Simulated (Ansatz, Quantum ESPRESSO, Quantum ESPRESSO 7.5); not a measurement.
# Ballistic transmission: vacuum gap of 7.0 Å between two Ag(111) faces

Aim: the zero-bias transmission with pwcond for this junction: vacuum gap of 7.0 Å between two Ag(111) faces.

Calculated with Quantum ESPRESSO 7.5; plane-wave DFT, PBE, GBRV ultrasoft pseudopotentials (cross-check by Ansatz 0.2.0 with PAW datasets).

### 1. The structure

The cell holds 18 atoms: 18 Ag. Its edges and angles: a = 2.934 Å, b = 2.934 Å, c = 47.732 Å, α = 90.0°, β = 90.0°, γ = 60.0°. It derives from Ag. Regions: left lead, 9 atoms (9 Ag); right lead, 9 atoms (9 Ag). The structure is stacked along c, and the current runs across the ab planes.

### 2. Ground state

One periodic cell holds a stretch of lead, the junction and more lead; the atoms stay as built.

scf.in reads:

```
&control
  prefix = 'scf'
  outdir = './out'
  pseudo_dir = './pseudo'
  calculation = 'scf'
  tprnfor = .true.
/
&system
  ibrav = 0
  nat = 18
  ntyp = 1
  ecutwfc = 40
  ecutrho = 200
  occupations = 'smearing'
  smearing = 'mv'
  degauss = 0.01
/
&electrons
  conv_thr = 1e-07
  mixing_beta = 0.25
  electron_maxstep = 120
  mixing_mode = 'local-TF'
/
ATOMIC_SPECIES
  Ag  107.8682  ag_pbe_v1.4.uspp.F.UPF
CELL_PARAMETERS angstrom
  2.93449314192417 0.00000000000000 0.00000000000000
  1.46724657096209 2.54134560813755 0.00000000000000
  0.00000000000000 0.00000000000000 47.73206149132810
ATOMIC_POSITIONS crystal
  Ag  0.000000000000 0.000000000000 0.000000000000
  Ag  0.333333333000 0.333333333000 0.050196943989
  Ag  0.666666667000 0.666666667000 0.100393887977
  Ag  0.000000000000 0.000000000000 0.150590831966
  Ag  0.333333333000 0.333333333000 0.200787775954
  Ag  0.666666667000 0.666666667000 0.250984719943
  Ag  0.000000000000 0.000000000000 0.301181663931
  Ag  0.333333333000 0.333333333000 0.351378607920
  Ag  0.666666667000 0.666666667000 0.401575551908
  Ag  0.000000000000 0.000000000000 0.548227504103
  Ag  0.333333333000 0.333333333000 0.598424448092
  Ag  0.666666667000 0.666666667000 0.648621392080
  Ag  0.000000000000 0.000000000000 0.698818336069
  Ag  0.333333333000 0.333333333000 0.749015280057
  Ag  0.666666667000 0.666666667000 0.799212224046
  Ag  0.000000000000 0.000000000000 0.849409168034
  Ag  0.333333333000 0.333333333000 0.899606112023
  Ag  0.666666667000 0.666666667000 0.949803056011
K_POINTS automatic
  9 9 1 0 0 0
```

Started as:

```sh
$ OMP_NUM_THREADS=1 mpirun -n 4 pw.x -nk 4 -in scf.in > scf.out
```

What it wrote:

```text
Program PWSCF v.7.5 starts
[citation notice left out]

     Parallel version (MPI & OpenMP), running on       4 processor cores
     Number of MPI processes:                 4
     Threads/MPI process:                     1

     MPI processes distributed on     1 nodes
[...]
Current dimensions of program PWSCF are:
     Max number of different atomic species (ntypx) = 10
     Max number of k-points (npk) =  40000
     Max angular momentum in pseudopotentials (lmaxx) =  4
     Message from routine setup:
     using ibrav=0 with symmetry is DISCOURAGED, use correct ibrav instead

     K-points division:     npool     =       4
     Subspace diagonalization in iterative solution of the eigenvalue problem:
     a serial algorithm will be used

     G-vector sticks info
     --------------------
     sticks:   dense  smooth     PW     G-vecs:    dense   smooth      PW
     Sum         421     349    109               114839    82131   14567

     Using Slab Decomposition

     bravais-lattice index     =            0
     lattice parameter (alat)  =       5.5454  a.u.
     unit-cell volume          =    2402.1694 (a.u.)^3
     number of atoms/cell      =           18
     number of atomic types    =            1
     number of electrons       =       342.00
     number of Kohn-Sham states=          205
     kinetic-energy cutoff     =      40.0000  Ry
     charge density cutoff     =     200.0000  Ry
     scf convergence threshold =      1.0E-07
     mixing beta               =       0.2500
     number of iterations used =            8  local-TF  mixing
     Exchange-correlation=  SLA  PW   PBX  PBC
                           (   1   4   3   4   0   0   0)

     celldm(1)=   5.545388  celldm(2)=   0.000000  celldm(3)=   0.000000
     celldm(4)=   0.000000  celldm(5)=   0.000000  celldm(6)=   0.000000

     crystal axes: (cart. coord. in units of alat)
               a(1) = (   1.000000   0.000000   0.000000 )
               a(2) = (   0.500000   0.866025   0.000000 )
               a(3) = (   0.000000   0.000000  16.265862 )

     reciprocal axes: (cart. coord. in units 2 pi/alat)
               b(1) = (  1.000000 -0.577350  0.000000 )
               b(2) = (  0.000000  1.154701  0.000000 )
               b(3) = (  0.000000  0.000000  0.061478 )

     PseudoPot. # 1 for Ag read from file:
     ./pseudo/ag_pbe_v1.4.uspp.F.UPF
     Pseudo is Ultrasoft + core correction, Zval = 19.0
     Generated by new atomic code, or converted to UPF format
     Using radial grid of  887 points,  6 beta functions with:
                l(1) =   0
                l(2) =   0
                l(3) =   1
                l(4) =   1
                l(5) =   2
                l(6) =   2
     Q(r) pseudized with  6 coefficients,  rinner =    1.300   1.300   1.300
                                                       1.300   1.300

     atomic species   valence    mass     pseudopotential
     Ag               19.00   107.86820     Ag( 1.00)

      6 Sym. Ops. (no inversion) found

   Cartesian axes

     site n.     atom                  positions (alat units)
         1        Ag     tau(   1) = (   0.0000000   0.0000000   0.0000000  )
         2        Ag     tau(   2) = (   0.5000000   0.2886751   0.8164966  )
         3        Ag     tau(   3) = (   1.0000000   0.5773503   1.6329932  )
         4        Ag     tau(   4) = (   0.0000000   0.0000000   2.4494897  )
         5        Ag     tau(   5) = (   0.5000000   0.2886751   3.2659863  )
         6        Ag     tau(   6) = (   1.0000000   0.5773503   4.0824829  )
         7        Ag     tau(   7) = (   0.0000000   0.0000000   4.8989795  )
         8        Ag     tau(   8) = (   0.5000000   0.2886751   5.7154761  )
         9        Ag     tau(   9) = (   1.0000000   0.5773503   6.5319726  )
        10        Ag     tau(  10) = (   0.0000000   0.0000000   8.9173931  )
        11        Ag     tau(  11) = (   0.5000000   0.2886751   9.7338897  )
        12        Ag     tau(  12) = (   1.0000000   0.5773503  10.5503863  )
        13        Ag     tau(  13) = (   0.0000000   0.0000000  11.3668829  )
        14        Ag     tau(  14) = (   0.5000000   0.2886751  12.1833794  )
        15        Ag     tau(  15) = (   1.0000000   0.5773503  12.9998760  )
        16        Ag     tau(  16) = (   0.0000000   0.0000000  13.8163726  )
        17        Ag     tau(  17) = (   0.5000000   0.2886751  14.6328692  )
        18        Ag     tau(  18) = (   1.0000000   0.5773503  15.4493658  )

     number of k points=    12  Marzari-Vanderbilt smearing, width (Ry)=  0.0100
                       cart. coord. in units 2pi/alat
        k(    1) = (   0.0000000   0.0000000   0.0000000), wk =   0.0246914
        k(    2) = (   0.0000000   0.1283001   0.0000000), wk =   0.1481481
        k(    3) = (   0.0000000   0.2566001   0.0000000), wk =   0.1481481
        k(    4) = (   0.0000000   0.3849002   0.0000000), wk =   0.1481481
        k(    5) = (   0.0000000   0.5132002   0.0000000), wk =   0.1481481
        k(    6) = (   0.1111111   0.1924501   0.0000000), wk =   0.1481481
        k(    7) = (   0.1111111   0.3207501   0.0000000), wk =   0.2962963
        k(    8) = (   0.1111111   0.4490502   0.0000000), wk =   0.2962963
        k(    9) = (   0.1111111  -0.5773503   0.0000000), wk =   0.1481481
        k(   10) = (   0.2222222   0.3849002   0.0000000), wk =   0.1481481
        k(   11) = (   0.2222222  -0.6415003   0.0000000), wk =   0.2962963
        k(   12) = (   0.3333333  -0.5773503   0.0000000), wk =   0.0493827

     Dense  grid:   114839 G-vectors     FFT dimensions: (  25,  25, 432)

     Smooth grid:    82131 G-vectors     FFT dimensions: (  24,  24, 375)

     Estimated max dynamical RAM per process >     447.62 MB

     Estimated total dynamical RAM >       1.67 GB

     Initial potential from superposition of free atoms

     starting charge     332.9991, renormalised to     342.0000

     negative rho (up, down):  9.404E-05 0.000E+00
     Starting wfcs are  234 randomized atomic wfcs

     total cpu time spent up to now is        9.6 secs

     per-process dynamical memory:   246.7 Mb

     Self-consistent Calculation

     iteration #  1     ecut=    40.00 Ry     beta= 0.25
     Davidson diagonalization with overlap
     ethr =  1.00E-02,  avg # of iterations =  4.6

     negative rho (up, down):  3.799E-03 0.000E+00

     total cpu time spent up to now is       41.5 secs

     total energy              =   -5323.34099251 Ry
     estimated scf accuracy    <      24.92675133 Ry

     iteration #  2     ecut=    40.00 Ry     beta= 0.25
[...]
-41.0065 -41.0061 -41.0038 -41.0016 -41.0013 -40.9992 -40.9977 -40.9956
   -40.9943 -40.9914 -40.9903 -40.9870 -40.9861 -40.9825 -40.9817 -40.9797
   -40.9785 -40.9768 -40.9737 -40.9737 -40.9726 -40.9709 -40.9634 -40.9634
   -40.9474 -40.9474 -40.7428 -40.7427 -40.6879 -40.6878 -40.6864 -40.6864
     8.3370   8.3799   8.4444   8.4654   8.4846   8.5129   8.5283   8.5511
     8.5772   8.5977   8.6182   8.6231   8.6560   8.6748   8.7046   8.7172
     8.7406   8.7793   8.8328   8.8572   8.9303   8.9480   9.0614   9.0756
     9.0894   9.2192   9.3654   9.4638   9.4899   9.5552   9.6408   9.7190
     9.7757   9.7933   9.8023   9.8064   9.8150   9.8388   9.8465   9.8886
     9.9135   9.9456   9.9562  10.0407  10.0448  10.1081  10.1382  10.2006
    10.2462  10.2963  10.3591  10.3593  10.4710  10.4923  10.5284  10.5772
    10.6488  10.6744  10.7160  10.7573  10.8121  10.8276  10.8564  10.8890
    10.9416  10.9419  10.9529  10.9652  10.9877  10.9934  10.9952  11.0148
    11.0227  11.0312  11.0445  11.0532  11.0769  11.1106  11.1385  11.1549
    11.1615  11.1642  11.2018  11.2375  11.2589  11.2877  11.3181  11.3737
    11.3760  11.4273  11.4649  11.4780  11.4968  11.5937  11.6765  11.7955
    12.0214  12.3571  12.7670  13.2222  13.7227  14.2535  14.8123  15.4012
    16.0074  16.6593  17.2898  18.0148  18.5270  19.4166  19.8545  20.3571
    20.4724  20.6158  20.8462  20.9788  21.1525  21.5025  21.6750  21.8359
    22.0300  22.3614  22.3830  22.7243  23.0138  23.1431  23.5255  23.8649
    24.0699  24.4590  24.6244  24.9298  25.3422

          k = 0.0000 0.5132 0.0000 ( 10228 PWs)   bands (ev):

   -77.5519 -77.5519 -77.5466 -77.5461 -77.5450 -77.5447 -77.5445 -77.5437
   -77.5429 -77.5420 -77.5396 -77.5396 -77.5325 -77.5324 -77.5003 -77.5003
   -77.2289 -77.2289 -41.0931 -41.0923 -41.0914 -41.0882 -41.0849 -41.0842
   -41.0812 -41.0800 -41.0769 -41.0753 -41.0739 -41.0715 -41.0674 -41.0670
   -41.0390 -41.0390 -41.0240 -41.0189 -41.0139 -41.0133 -41.0128 -41.0124
   -41.0103 -41.0103 -41.0077 -41.0076 -41.0059 -41.0054 -41.0038 -41.0026
   -41.0017 -40.9987 -40.9970 -40.9929 -40.9924 -40.9878 -40.9876 -40.9848
   -40.9833 -40.9821 -40.9788 -40.9787 -40.9777 -40.9760 -40.9663 -40.9662
   -40.9531 -40.9530 -40.7647 -40.7646 -40.6922 -40.6921 -40.6859 -40.6858
     8.2292   8.2449   8.2615   8.2866   8.3084   8.3466   8.3507   8.3678
     8.3812   8.4303   8.4350   8.4367   8.5073   8.5122   8.5230   8.5796
     8.6062   8.6183   8.6421   8.6617   8.7050   8.7463   8.8745   8.9000
     8.9254   9.0640   9.2193   9.3461   9.4299   9.5030   9.5636   9.6108
     9.6504   9.6791   9.7045   9.7219   9.7227   9.7400   9.7949   9.8700
     9.9646  10.0752  10.0917  10.1402  10.2001  10.2512  10.2674  10.3343
    10.4378  10.4597  10.4733  10.6150  10.6344  10.6856  10.7600  10.8361
    10.9012  10.9078  11.0293  11.0299  11.1057  11.1408  11.1997  11.2276
    11.2587  11.2880  11.3189  11.3227  11.3275  11.3325  11.3355  11.3423
    11.3483  11.3579  11.3654  11.3690  11.3844  11.4016  11.4177  11.4299
    11.4375  11.4476  11.4541  11.4677  11.4966  11.5031  11.5262  11.5456
    11.6878  11.6879  13.3234  13.4230  13.5561  13.7020  13.8489  13.9977
    14.1641  14.3664  14.6190  14.9261  15.2774  15.6577  16.0313  16.3721
    16.6444  16.8349  16.9512  17.0129  17.8688  17.9669  18.1238  18.3385
    18.5793  18.8451  19.1315  19.3819  19.7519  20.1572  20.5738  20.8149
    20.9604  21.2164  21.5006  21.7622  21.8517  22.1902  22.4873  22.7447
    22.8638  23.1956  23.6880  23.8837  24.1491

          k = 0.1111 0.1925 0.0000 ( 10329 PWs)   bands (ev):

   -77.5583 -77.5583 -77.5555 -77.5544 -77.5528 -77.5521 -77.5510 -77.5492
   -77.5474 -77.5454 -77.5435 -77.5434 -77.5375 -77.5374 -77.5061 -77.5061
   -77.2347 -77.2347 -41.0743 -41.0702 -41.0659 -41.0611 -41.0545 -41.0471
   -41.0395 -41.0318 -41.0258 -41.0215 -41.0167 -41.0129 -41.0112 -41.0101
   -41.0069 -41.0064 -41.0020 -41.0016 -40.9980 -40.9976 -40.9964 -40.9940
   -40.9919 -40.9909 -40.9907 -40.9884 -40.9874 -40.9859 -40.9843 -40.9816
   -40.9815 -40.9780 -40.9769 -40.9744 -40.9740 -40.9727 -40.9725 -40.9692
   -40.9675 -40.9674 -40.9661 -40.9642 -40.9619 -40.9609 -40.9543 -40.9543
   -40.9377 -40.9377 -40.6989 -40.6988 -40.6918 -40.6917 -40.6766 -40.6765
     7.8101   7.8673   7.9567   8.0775   8.2260   8.3946   8.5747   8.7360
     8.7491   8.7501   8.7712   8.7964   8.8311   8.8632   8.8863   8.9004
     9.0706   9.0748   9.2061   9.2254   9.2845   9.2907   9.3493   9.3596
     9.3830   9.3847   9.4195   9.4306   9.4324   9.4672   9.4673   9.4776
     9.5218   9.5509   9.6342   9.6729   9.7315   9.7393   9.8037   9.8305
     9.8675   9.8965   9.9283   9.9373   9.9431   9.9492   9.9520   9.9696
     9.9713   9.9909   9.9943  10.0069  10.0226  10.0533  10.0623  10.1165
    10.1172  10.1715  10.1815  10.2002  10.2663  10.2744  10.2773  10.2937
    10.3200  10.3503  10.3591  10.3815  10.3958  10.4595  10.4755  10.4961
    10.5059  10.5129  10.5373  10.5649  10.5829  10.5929  10.6312  10.7112
    10.7703  10.8019  10.8123  10.8227  10.8366  10.8809  10.8838  10.9306
    10.9929  11.0096  11.0998  11.1431  11.1859  11.2536  11.2998  11.3313
    11.3364  11.3550  11.5952  11.9021  12.2595  12.6844  13.1489  13.6828
    14.2316  14.8567  15.4209  16.0778  16.1850  18.2739  18.6310  19.5955
    19.7002  21.0442  21.3191  22.8089  22.9621  24.6476  24.6965  26.4151
    26.5090  26.5100  26.5716  26.5805  26.5886  26.6932  26.6991  26.8625
    26.8648  27.0147  27.0454  27.2189  27.2511

[...]
the Fermi energy is    14.4345 ev

!    total energy              =   -5321.14507953 Ry
     estimated scf accuracy    <          1.5E-09 Ry
     smearing contrib. (-TS)   =      -0.00027559 Ry
     internal energy E=F+TS    =   -5321.14480394 Ry

     The total energy is F=E-TS. E is the sum of the following terms:
     one-electron contribution =  -10224.60351511 Ry
     hartree contribution      =    5251.55426621 Ry
     xc contribution           =    -521.43435610 Ry
     ewald contribution        =     173.33880106 Ry

     convergence has been achieved in  15 iterations

     negative rho (up, down):  1.444E-06 0.000E+00

     Forces acting on atoms (cartesian axes, Ry/au):

     atom    1 type  1   force =     0.00000000    0.00000000   -0.00043409
     atom    2 type  1   force =     0.00000000    0.00000000    0.00045496
     atom    3 type  1   force =     0.00000000    0.00000000   -0.00081364
     atom    4 type  1   force =     0.00000000    0.00000000    0.00126333
     atom    5 type  1   force =     0.00000000    0.00000000   -0.00133883
     atom    6 type  1   force =     0.00000000    0.00000000    0.00150251
     atom    7 type  1   force =     0.00000000    0.00000000    0.00059255
     atom    8 type  1   force =     0.00000000    0.00000000    0.00163200
     atom    9 type  1   force =     0.00000000    0.00000000   -0.00079631
     atom   10 type  1   force =     0.00000000    0.00000000    0.00086462
     atom   11 type  1   force =     0.00000000    0.00000000   -0.00162068
     atom   12 type  1   force =     0.00000000    0.00000000   -0.00068343
     atom   13 type  1   force =     0.00000000    0.00000000   -0.00148628
     atom   14 type  1   force =     0.00000000    0.00000000    0.00138591
     atom   15 type  1   force =     0.00000000    0.00000000   -0.00134134
     atom   16 type  1   force =     0.00000000    0.00000000    0.00080369
     atom   17 type  1   force =     0.00000000    0.00000000   -0.00038424
     atom   18 type  1   force =     0.00000000    0.00000000    0.00039927

     Total force =     0.004591     Total SCF correction =     0.000251

[...]
=------------------------------------------------------------------------------=
   JOB DONE.
=------------------------------------------------------------------------------=
```

Elapsed: 6.4 min, on 4 MPI ranks of Arm Neoverse V1, shared host; peak memory 1.9 GiB; 26 min of CPU time.

Numbers from this step:

| Property | Result |
| --- | --- |
| free energy | -72397.8670 eV |
| Fermi energy | 14.43 eV |

The program's own clock; routines nest. Time by routine:

| routine | wall time (s) | calls |
| --- | --- | --- |
| PWSCF | 383.2 | 1 |
| electrons | 369.3 | 1 |
| c_bands | 320.2 | 15 |
| cegterg | 313.3 | 45 |
| h_psi | 148.9 | 205 |
| fftw | 101.5 | 49553 |
| vloc_psi | 89.42 | 205 |
| calbec | 45.95 | 262 |
| sum_band | 37.12 | 15 |
| h_psi:calbec | 29.13 | 205 |
| add_vuspsi | 28.97 | 205 |
| s_psi | 28.89 | 205 |
| cdiaghg | 12.93 | 202 |
| init_run | 9.51 | 1 |

The run needed 15 iterations to bring the estimated error under 1e-07 Ry; the largest force on any atom, held or free, is 0.04 eV/Å.

[end of part 1 of 3]

[Logs are printed without paths, hosts, clocks, repeated set-up lines and the standing remarks that a program may print on its own settings, such as how far it seeks lower states.]

[Hosts, paths, dates, database ids (printed as entryN), source tags and the programs' standing remarks are cut or masked in the printed files.]

[Maps of the electrostatic potential energy from Ansatz leave out the sawtooth potential of an applied field or a dipole correction, so their vacuum need not be flat; planar profiles and work functions include it.]
